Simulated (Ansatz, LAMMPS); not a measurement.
# Convergence of a linear-scaling basis for amorphous cis-polybutadiene (as short chains C26H42) at 500 K (204 atoms)

Aim: test how closely localised support functions follow the reference on amorphous cis-polybutadiene (as short chains C26H42) at 500 K (204 atoms), and at what cost. A setting counts as converged where the r.m.s. difference of forces stays under 1 % of the r.m.s. force.

Calculated with Ansatz 0.2.0; Kohn-Sham DFT, PBE+D3(BJ), PAW (set soft_2), plane waves.

**1. The starting structure**

The cell holds 204 atoms: 78 C and 126 H. Cell: a = 12.968 Å, b = 12.968 Å, c = 12.968 Å, α = 90.0°, β = 90.0°, γ = 90.0°. 3 cis-polybutadiene chains of 6 units with methyl end groups placed at random, at 0.81 g/cm³; overlaps pushed apart, then 20 ps at 800 K with MMFF94 bonds, angles, torsions, charges and radii (Halgren, J. Comput. Chem. 17, 490 (1996)) in harmonic and 12-6 forms. Snapshot after 30 ps at 500 K and fixed volume.

Before any run, some limits are plain. The network of contacts between molecules at the start is that of the classical potential that made the cell, and needn't be the one that DFT or experiment would give. The density was typed from a rule of thumb and may lie off the real one at this temperature. The Brillouin zone is sampled at Γ only, in a cell whose shortest periodic width is 13 Å.

**2. Making the structure**

A classical potential supplies the starting structure, since it reaches far longer times than DFT.

This step: classical MD, MMFF94 bonds, angles, torsions, charges and radii (Halgren, J. Comput. Chem. 17, 490 (1996)) in harmonic and 12-6 forms; charges of ions scaled by 0.8 (LAMMPS 22 Jul 2025 - Update 4).

File in.lmp:

```
# amorphous cis-polybutadiene
units real
atom_style full
boundary p p p
bond_style harmonic
angle_style harmonic
dihedral_style opls
improper_style harmonic
special_bonds lj 0 0 0.5 coul 0 0 0.75
read_data data.lmp
neigh_modify delay 0 every 1 check yes one 4000
comm_modify cutoff 12.0
timestep 0.5
thermo_style custom step time temp pe press density
thermo_modify norm yes
# push overlapping molecules apart
pair_style soft 2.6
pair_coeff * * 0.0
variable a equal ramp(1,60)
fix ad all adapt 1 pair soft a * * v_a
velocity all create 800 23303 mom yes dist gaussian
fix lim all nve/limit 0.03
fix lan all langevin 800 800 50 23304 zero yes
thermo 1000
run 3000 post no
unfix ad
pair_style lj/cut/coul/long 9.0
pair_modify mix arithmetic tail yes
pair_coeff 1 1 0.0678 3.3680   # C
pair_coeff 2 2 0.0678 3.5860   # C
pair_coeff 3 3 0.0216 2.5400   # H
kspace_style pppm 1.0e-4
thermo 100
minimize 1e-5 1e-3 300 3000
# [... 15 lines left out ...]
compute msd all msd com yes
thermo 7500
fix md all nvt temp 500 500 100
run 30000 post no
print "== T500: mean square displacement over the hold $(c_msd[4]:%.2f) A^2"
unfix md
uncompute msd
write_dump all custom T500.dump id type xs ys zs modify sort id
```

The run is started by

```bash
lmp -in in.lmp -log none -nocite
```

Numbers of over 12 decimals in the logs are rounded to 6 here.

Output:

```text
LAMMPS (22 Jul 2025 - Update 4)
Reading data file ...
  orthogonal box = (0 0 0) to (12.96832 12.96832 12.96832)
  204 atoms
  orthogonal box = (0 0 0) to (12.96832 12.96832 12.96832)
  201 bonds
  360 angles
  477 dihedrals
  36 impropers
   Step          Time           Temp          PotEng         Press         Density
         0   0              800            0.14246306    -6405.3051      0.80999965
      1000   500            600.23326      2.0539608      24431.649      0.80999965
      2000   1000           603.95282      2.0961492      20557.935      0.80999965
      3000   1500           657.83389      2.2823191      14052.996      0.80999965
[... 30 lines left out ...]
   Step          Time           Temp          PotEng         Press         Density
[... 4 lines left out ...]
Loop time of 17.4145 s on 1 MPI rank(s) for 20000 steps with 204 atoms
   Step          Time           Temp          PotEng         Press         Density
[... 2 lines left out ...]
     52500   51500          461.48861      1.9629403      11026.884      0.80999965
     60000   59000          499.94319      1.9226607      8097.0013      0.80999965
     67500   66500          473.68946      1.6349122      6520.6887      0.80999965
     72000   71000          473.34902      1.9086319      4558.4338      0.80999965
Loop time of 25.6134 s on 1 MPI rank(s) for 30000 steps with 204 atoms
== T500: mean square displacement over the hold 19.32 A^2
```

Run time: 64 s. Hardware: 1 thread of Arm Neoverse V1, shared host; peak memory 0.12 GiB.

The input also reads data.lmp (atoms, bonds and types; not printed here).

**3. Plane-wave single point**

This run is the reference for what follows, at a cutoff of 420 eV.

File input.yaml:

```yaml
crystal:
  lattice:
    - [12.96832, 0.0, 0.0]
    - [0.0, 12.96832, 0.0]
    - [0.0, 0.0, 12.96832]
  atoms:
    - { symbol: C, position: [0.61283, 0.12094, 0.5024] }
    - { symbol: C, position: [0.51064, 0.1209, 0.55393] }
    - { symbol: C, position: [0.52334, 0.16758, 0.65582] }
    - { symbol: C, position: [0.49904, 0.27014, 0.66793] }
    - { symbol: C, position: [0.47043, 0.35214, 0.59307] }
    - { symbol: C, position: [0.36199, 0.38722, 0.59944] }
    - { symbol: C, position: [0.28882, 0.29944, 0.60136] }
    - { symbol: C, position: [0.23319, 0.26652, 0.52365] }
    - { symbol: C, position: [0.23164, 0.30683, 0.4173] }
    - { symbol: C, position: [0.12651, 0.31416, 0.36255] }
    - { symbol: C, position: [0.08137, 0.20183, 0.36678] }
    - { symbol: C, position: [0.98254, 0.17491, 0.35695] }
    - { symbol: C, position: [0.8913, 0.25588, 0.3476] }
    - { symbol: C, position: [0.86283, 0.29333, 0.44853] }
    - { symbol: C, position: [0.8621, 0.21747, 0.53977] }
    - { symbol: C, position: [0.90682, 0.23541, 0.63331] }
    - { symbol: C, position: [0.96521, 0.33197, 0.65924] }
    - { symbol: C, position: [0.89663, 0.42533, 0.70399] }
    - { symbol: C, position: [0.81817, 0.46376, 0.62901] }
    - { symbol: C, position: [0.82746, 0.53767, 0.55472] }
    - { symbol: C, position: [0.91648, 0.61116, 0.54439] }
    - { symbol: C, position: [0.98978, 0.5752, 0.45603] }
    - { symbol: C, position: [0.04293, 0.66751, 0.41806] }
    - { symbol: C, position: [0.09426, 0.66516, 0.32767] }
    - { symbol: C, position: [0.13328, 0.56115, 0.28935] }
    - { symbol: C, position: [0.24163, 0.56949, 0.25142] }
    - { symbol: H, position: [0.6743, 0.10358, 0.55875] }
    - { symbol: H, position: [0.62653, 0.2046, 0.47633] }
    - { symbol: H, position: [0.61164, 0.0711, 0.43223] }
    - { symbol: H, position: [0.48368, 0.04381, 0.57549] }
    - { symbol: H, position: [0.46272, 0.17546, 0.50496] }
    - { symbol: H, position: [0.5344, 0.11719, 0.71888] }
    [... 166 atom lines left out ...]
    - { symbol: H, position: [0.28, 0.84275, 0.30011] }
    - { symbol: H, position: [0.27131, 0.97916, 0.11498] }
    - { symbol: H, position: [0.18448, 0.89045, 0.14631] }
    - { symbol: H, position: [0.36928, 0.82075, 0.02237] }
    - { symbol: H, position: [0.28881, 0.74497, 0.08391] }
    - { symbol: H, position: [0.23713, 0.82326, 0.98113] }
kpoints:
  mp_grid: { grid: [1, 1, 1] }
hamiltonian:
  xc: pbe
  dispersion: d3bj
scf:
  occupations: { method: fixed }
output:
  forces: true
  stress: true
  populations: true
  dos:
    method: { smearing: { sigma: 0.08 } }
    de: 0.1
    projected: { site_lists: { C: [C], H: [H] } }
  eigenvalues: true
  write_density: true
  write_potential: true
  volumetric_format: npy
```

The run is started by

```bash
ansatz run input.yaml --threads 8 --pin off --max-ram 15872MiB --backend cpu --events-out ev --progress --plain --runs-dir out
```

Output:

```text
Engine: ansatz 0.2.0, aarch64-unknown-linux-gnu
Pseudopotentials: kind: paw
Pseudopotential: C, paw, valence charge 4, recommended cutoff 420 eV (normal), C.paw.azcp
Pseudopotential: H, paw, valence charge 1, recommended cutoff 420 eV (normal), H.paw.azcp
Functional definition: PBE
  parameter kappa = 0.804
  parameter beta = 0.066725
  exchange = pbe_x(kappa = kappa, mu = beta*pi^2/3)
  correlation = pbe_c(beta = beta)
Crystal: 204 atoms, lattice volume = 2180.977 Å³
Basis set: ecut = 420 eV, 42691 PW (Γ), exchange–correlation on 180×180×180 points (8 copies of the dense FFT grid, shifted against one another)
Bands: 423, of which v1, the nominal top of the filled ones, is band 219 counted from 1 (218 counted from 0)
Symmetry: 1 space group operations
Space group: P1 (ITA 1), of the structure as read, at distance tolerance 1.3e-4 Å
k-points: 1
Non-local potential: C, projectors of the file, l = 0: 2, l = 1: 2, l = 2: 1
Non-local potential: H, projectors of the file, l = 0: 2, l = 1: 1
PAW form: soft (Blöchl's): semilocal exchange-correlation on the pseudo side does not see the compensation charge
PAW one-centre angular grid: C, 110 points (default); XC on 64 Gauss nodes
PAW one-centre angular grid: H, 110 points (default); XC on 64 Gauss nodes
Initial density: superposition of atomic densities (neutral atoms: chi_scale 0, normalization atom), corrected by the library's trained network
Initial wavefunctions: pseudopotential atomic-orbital guess
Functional: x = pbe(κ = 0.804, μ = 0.219515), c = pbe(β = 0.066725)
SCF iter   1: F=—  HF=-21584.550368 eV  |F-HF|=—  |Δ(HF+E_count)|=         —  Δρ=4.37e-3  dr2=4.93e-1  ethr=1.77e-3  ⟨swp⟩=5.0  Hψ=1456  notcnv=0  defer=200
preconditioner: auto → Resta (q_TF=auto, 2.088 Å⁻¹)  ε∞=2.2  [insulator: Δε(μ)=4.008 eV  Ē_g=15.037 eV  n_scr=340 (ndim 8)  ℏωp=16.6 eV  f_vac=0.261  ε∞_Penn≈2.2]
SCF iter   2: F=—  HF=-21584.524206 eV  |F-HF|=—  |Δ(HF+E_count)|=   2.62e-2  Δρ=2.23e-3  dr2=1.18e-1  ethr=1.13e-4  ⟨swp⟩=3.0  Hψ=709  notcnv=0  defer=201
SCF iter   3: F=—  HF=-21584.556394 eV  |F-HF|=—  |Δ(HF+E_count)|=   3.22e-2  Δρ=9.42e-4  dr2=2.95e-2  ethr=2.70e-5  ⟨swp⟩=3.0  Hψ=403  notcnv=0  defer=202
SCF iter   4: F=—  HF=-21584.556037 eV  |F-HF|=—  |Δ(HF+E_count)|=   3.57e-4  Δρ=3.34e-4  dr2=3.75e-3  ethr=6.74e-6  ⟨swp⟩=3.0  Hψ=445  notcnv=0  defer=202
SCF iter   5: F=—  HF=-21584.556381 eV  |F-HF|=—  |Δ(HF+E_count)|=   3.44e-4  Δρ=1.13e-4  dr2=4.53e-4  ethr=8.57e-7  ⟨swp⟩=2.0  Hψ=439  notcnv=0  defer=202
SCF iter   6: F=—  HF=-21584.556364 eV  |F-HF|=—  |Δ(HF+E_count)|=   1.71e-5  Δρ=5.41e-5  dr2=9.29e-5  ethr=1.04e-7  ⟨swp⟩=2.0  Hψ=439  notcnv=0  defer=202
SCF iter   7: F=—  HF=-21584.556610 eV  |F-HF|=—  |Δ(HF+E_count)|=   2.46e-4  Δρ=1.91e-5  dr2=1.01e-5  ethr=2.12e-8  ⟨swp⟩=2.0  Hψ=632  notcnv=0  defer=201
SCF iter   8: F=—  HF=-21584.556607 eV  |F-HF|=—  |Δ(HF+E_count)|=   2.77e-6  Δρ=5.91e-6  dr2=1.03e-6  ethr=2.32e-9  ⟨swp⟩=2.0  Hψ=437  notcnv=0  defer=201
SCF iter   9: F=—  HF=-21584.556607 eV  |F-HF|=—  |Δ(HF+E_count)|=   1.62e-7  Δρ=3.08e-6  dr2=2.98e-7  ethr=2.34e-10  ⟨swp⟩=2.0  Hψ=442  notcnv=0  defer=201
SCF iter  10: F=-21584.556607 eV  HF=-21584.556607 eV  |F-HF|=6.13e-9  |Δ(HF+E_count)|=   6.26e-8  Δρ=9.08e-7  dr2=2.47e-8  ethr=2.28e-11  ⟨swp⟩=21.0  Hψ=4166  notcnv=0
SCF 1 converged in 10 iterations: F = -21584.556607 eV  dr2 = 2.47e-8
  greatest PAW one-centre occupation: 0.699 electrons in one spin orbital (limit 2), on the C atom at site 150 (counted from 0), in its partial waves of l = 0
WARN: The input density's exchange-correlation potential varies sharply where the density is thin. Do not read a vacuum level from v_tot or v_xc, or from such a field of the output density. On a cell that repeats whose density bears no net charge and no dipole along the vacuum's axis use v_es (v_loc + v_h of the components); [...]
SCF converged after 10 iterations
Free energy (F): -21584.556607 eV
Harris-Foulkes:  -21584.556607 eV  (|F-HF|=6.13e-9)
Internal energy: -21584.556607 eV  (E = F + TS)
E sigma→0 (E₀):  -21584.556607 eV
Fermi energy:    -0.904064 eV
--- Per-component energies (eV) ---
  E_band       = -3253.381540
  E_kinetic    = 8904.027379
  E_local      = -29501.410924  (includes V_loc(G=0)·N_el)
  E_nonlocal   = 2348.995412
  E_hartree    = 10872.296610
  E_xc         = -4900.235284
  E_vxc        = -6123.071675  (∫ρ·V_xc dr)
  E_paw        = -7826.060647  (= ΣΔE_a)
  E_vpaw       = -626.338322  (= ΣTr[D̂ρ^β])
  E_aug_tail   = -0.175815  (compensation charges beyond the density's cutoff)
  E_ewald      = -1471.883304
  E_disp       = -10.110034  (pairwise vdW)
  E_smearing   = -0.000000  (= −TS)
  E_closure    = -0.000000  (closes the sum)
  Σ components = -21584.556607   (vs F -21584.556607, Δ=0.00e0)
--- Forces (eV/Å), atoms counted from 1 ---
  atom   1  C      1.16533070     0.92532058    -1.31764253
  atom   2  C     -0.62003372     0.55614911    -0.08733114
  atom   3  C     -1.88384554     3.68859958    -0.58250321
  atom   4  C      1.03398704    -2.06541817     0.35694802
  atom   5  C      1.33177872    -1.09536837    -0.98104036
  atom   6  C     -1.07234910    -0.98494628     0.26822982
  atom   7  C      0.69182782     0.74188972     0.69128816
  atom   8  C     -0.30338917     0.29010594    -0.46074408
  atom   9  C      0.25584627     2.26270736    -0.49358246
  atom  10  C      1.27753522    -3.88377947    -0.95903098
  atom  11  C     -0.15066248     1.74159920    -0.44015846
  atom  12  C     -0.85327619     0.10719057    -0.77170724
  atom  13  C      3.41731128    -2.26549667    -1.66996654
  atom  14  C     -0.81618755    -0.01595396     2.11157178
[...]
atom 203  H     -0.70351367    -0.72134866     0.32441472
  atom 204  H      0.18362119    -0.01560413     0.45089171
  max |Σ_I F_I| component: 1.02e-4 eV/Å
--- Stress (GPa, compression-positive) ---
        2.701743       0.467538      -0.296626
        0.467538       2.183114       0.284910
       -0.296626       0.284910       3.060039
  P = ⅓ Tr σ = 2.6483 GPa (26.483 kbar)
--- Band table (eV) ---
  k-point 0: bands = ["-16.5101", "-16.4785", "-16.3771", "-16.3439", [... 407 levels ...], "10.5566", "10.6145", "10.6304", "10.6374", "10.6714", "10.7218", "10.7644", "10.7781", "10.7844", "10.8297", "10.8635", "10.8764"]
--- Löwdin populations: 204 sites ---
  site symbol       q [e]
     0      C      4.4114
     1      C      4.2490
     2      C      4.1386
[...]
203      H      0.8323
  spilling = 0.012485 (of n_electrons = 438.000000)
```

Wall time 23 s (8 threads of Arm Neoverse V1, shared host); peak memory 2.7 GiB.

The program notes that the exchange-correlation potential is rough where the density is thin.

Numbers from this run:

| Quantity | Value |
| --- | --- |
| free energy | -21584.5566 eV |
| free energy per atom | -105.8067 eV/atom |
| SCF cycles | 10 |
| pressure | 2.648 GPa |
| r.m.s. force component | 1.162 eV/Å |
| longest force | 5.05 eV/Å |
| Fermi energy | -0.9041 eV |
| gap (highest filled to lowest empty level) | 3.88 eV |
| spilling of the projection | 0.01248 |

Neighbours are counted within 1.34 Å (H-C), 1.85 Å (C-C).

Length of the force by element and coordination:

```csv
element,coordination,atoms,mean length of the force (eV/Å),spread,least,most
C,all,78,2.32,1.10,0.429,5.05
C,3,36,2.15,1.14,0.429,5.05
C,4,42,2.46,1.04,0.838,4.43
H,all,126,1.30,0.892,0.131,4.55
```

Löwdin charges by element and coordination (they lack the spilled electrons, 0.027 e an atom on average):

```csv
element,coordination,atoms,mean charge (e),spread,least,most
C,all,78,-0.227,0.0939,-0.468,-0.11
C,3,36,-0.138,0.0152,-0.180,-0.11
C,4,42,-0.302,0.0616,-0.468,-0.249
H,all,126,0.184,0.0154,0.147,0.228
```

Density of states as counts of states in windows of 1 eV (from the Fermi level), total and the larger projections:

```csv
from (eV),to (eV),total,C p,H s,C s
-14,-13,14.9,3.2,2.5,9.0
-13,-12,15.9,4.2,2.8,8.6
-12,-11,8.4,2.6,1.5,4.1
-11,-10,20.9,6.8,5.1,8.6
-10,-9,18.0,6.6,4.8,6.3
-9,-8,11.4,5.7,3.1,2.4
-8,-7,30.6,17.0,8.0,4.9
-7,-6,32.1,22.9,7.4,1.1
-6,-5,47.3,34.8,10.8,0.9
-5,-4,48.8,35.9,11.6,0.8
-4,-3,53.8,37.3,15.3,0.8
-3,-2,51.1,33.5,16.9,0.4
-2,-1,10.7,8.2,2.4,0.1
-1,0,31.6,28.6,2.5,0.4
0,1,0.4,0.4,0.0,0.0
1,3,0.0,0.0,0.0,0.0
3,4,4.5,2.5,0.9,0.4
4,5,39.2,22.9,7.2,2.7
```

The curve was stored every 0.100 eV, coarse against its broadening of 0.08 eV, so these counts are rough.

With fixed occupations the program's Fermi level is the highest filled level; weight inside the gap is the broadening of levels at its edges.

Between -16 and -14 eV lie 42 more states.

The levels nearest the highest filled one (over half full), pooled over k-points and spins:

```csv
level less the highest filled one (eV),occupation
-0.417,2
-0.396,2
-0.332,2
-0.318,2
-0.266,2
0,2
3.88,0
4.02,0
4.04,0
4.13,0
4.19,0
4.21,0
```

Electrostatic potential energy in the bc plane at fractional x = 0.289, with atoms of C and H within 0.2 Å of it. With pseudopotentials it is smooth inside the atoms' cores, unlike the true potential.

Values in eV, 13 rows by 16 columns, each cell a mean:
```
  4   3   3   4   4   2 -16  -9 -13  -3   4   4   3   3   4   4
 -7 -19   3   4   4   5   4   4  -2   1   4   4   4   2   2   3
-32 -16   3   4   4   5   5   5   5   4   4  -4  -2  -4 -25 -22
 -1   0   4   2  -6   3   4   4   4   4   0 -27 -10  -1 -22 -14
  4   4   4   1 -27 -17   1   3   4   4  -1 -20 -27 -27 -36  -9
  4   5   5   3 -19 -17   1   3   4   4   4   2 -18 -16  -1   2
  4   5   5   3  -3   1   3   3   4   4   4   4  -3  -1   4   4
  5   4   4   3 -11  -4  -1   3   4   3   4   4   4   4   4   5
  5   5   4   3  -8   2   4   4   2 -14   1   4   4  -9   1   5
  5   5   4   4   4   4   4   4  -2 -13   2   4   4 -15 -20   2
  3   4   4   4   4   4   4   3   2   1   2   4   3  -4 -23  -4
 -3   4   4   4   4   3   4   4   4   4   4  -5 -17 -19 -24 -15
  4   4   3   3   4   2  -9  -2   4   4   4   2 -13 -31  -2   3
```
Columns run along b (13.0 Å; values clipped at the 3rd and 97th percentile), rows up along c (13.0 Å). Atoms in or near the plane, at fractional coordinates: C at (0.30, 0.60), H at (0.26, 0.67), H at (0.27, 0.37), H at (0.58, 0.31), H at (0.54, 0.92), C at (0.92, 0.77), C at (0.90, 0.65), C at (0.80, 0.61), C at (0.82, 0.05), H at (0.07, 0.87), H at (0.79, 0.53), H at (0.73, 0.75), H at (0.84, 0.30), H at (0.74, 0.08).

Valence density in the bc plane at fractional x = 0.289, with atoms of C and H within 0.2 Å of it. It is the smooth field of the valence electrons, not physical close to the nuclei.

Values in e/Å³, 13 rows by 16 columns, each cell a mean:
```
0.0 0.1 0.0 0.0 0.0 0.2 0.9 0.8 1.0 0.4 0.0 0.0 0.1 0.2 0.1 0.0
0.7 1.0 0.1 0.0 0.0 0.0 0.1 0.1 0.4 0.2 0.0 0.0 0.0 0.1 0.2 0.1
1.5 1.0 0.1 0.0 0.0 0.0 0.0 0.0 0.0 0.0 0.0 0.3 0.2 0.4 1.4 1.3
0.4 0.4 0.1 0.1 0.4 0.1 0.0 0.0 0.0 0.0 0.4 1.5 0.8 0.3 1.3 0.9
0.1 0.0 0.0 0.2 1.5 0.9 0.3 0.1 0.0 0.0 0.4 1.1 1.5 1.7 1.6 0.7
0.0 0.0 0.0 0.3 1.3 1.0 0.3 0.1 0.0 0.0 0.0 0.1 1.1 1.0 0.4 0.2
0.0 0.0 0.0 0.2 0.5 0.3 0.1 0.1 0.0 0.0 0.0 0.0 0.3 0.2 0.0 0.0
0.0 0.0 0.0 0.1 0.9 0.6 0.3 0.1 0.0 0.0 0.0 0.0 0.0 0.0 0.0 0.0
0.0 0.0 0.0 0.1 0.5 0.2 0.1 0.0 0.2 0.8 0.2 0.0 0.0 0.5 0.3 0.0
0.0 0.0 0.0 0.0 0.0 0.0 0.0 0.1 0.5 1.0 0.3 0.0 0.1 1.0 1.1 0.2
0.1 0.0 0.0 0.0 0.0 0.0 0.0 0.1 0.3 0.3 0.2 0.0 0.1 0.5 1.4 0.6
0.2 0.0 0.0 0.0 0.0 0.1 0.0 0.0 0.0 0.0 0.0 0.3 1.0 1.1 1.3 1.0
0.0 0.0 0.0 0.0 0.0 0.2 0.7 0.4 0.1 0.0 0.0 0.1 0.9 1.4 0.4 0.1
```
Columns run along b (13.0 Å), rows up along c (13.0 Å). Atoms in or near the plane, at fractional coordinates: C at (0.30, 0.60), H at (0.26, 0.67), H at (0.27, 0.37), H at (0.58, 0.31), H at (0.54, 0.92), C at (0.92, 0.77), C at (0.90, 0.65), C at (0.80, 0.61), C at (0.82, 0.05), H at (0.07, 0.87), H at (0.79, 0.53), H at (0.73, 0.75), H at (0.84, 0.30), H at (0.74, 0.08).

Mean Löwdin charges: C -0.23, H +0.18 e (they miss 1.2 % of the electrons, so they add up to more than the cell's charge). The largest share in the top eV of filled states is C p (91 % of the projected weight), and in the lowest eV of empty states C p (72 % of the projected weight).

[end of part 1 of 2]

[Logs are printed without paths, hosts, clocks, repeated set-up lines and the standing remarks that a program may print on its own settings, such as how far it seeks lower states.]

[Hosts, paths, dates, database ids (printed as entryN), source tags and the programs' standing remarks are cut or masked in the printed files.]

[The MMFF94 radii named for the starting cell were scaled by 0.96; in molecules described by MMFF94, hydrogen bound to N, O or S took a small fixed 12-6 site in their place.]
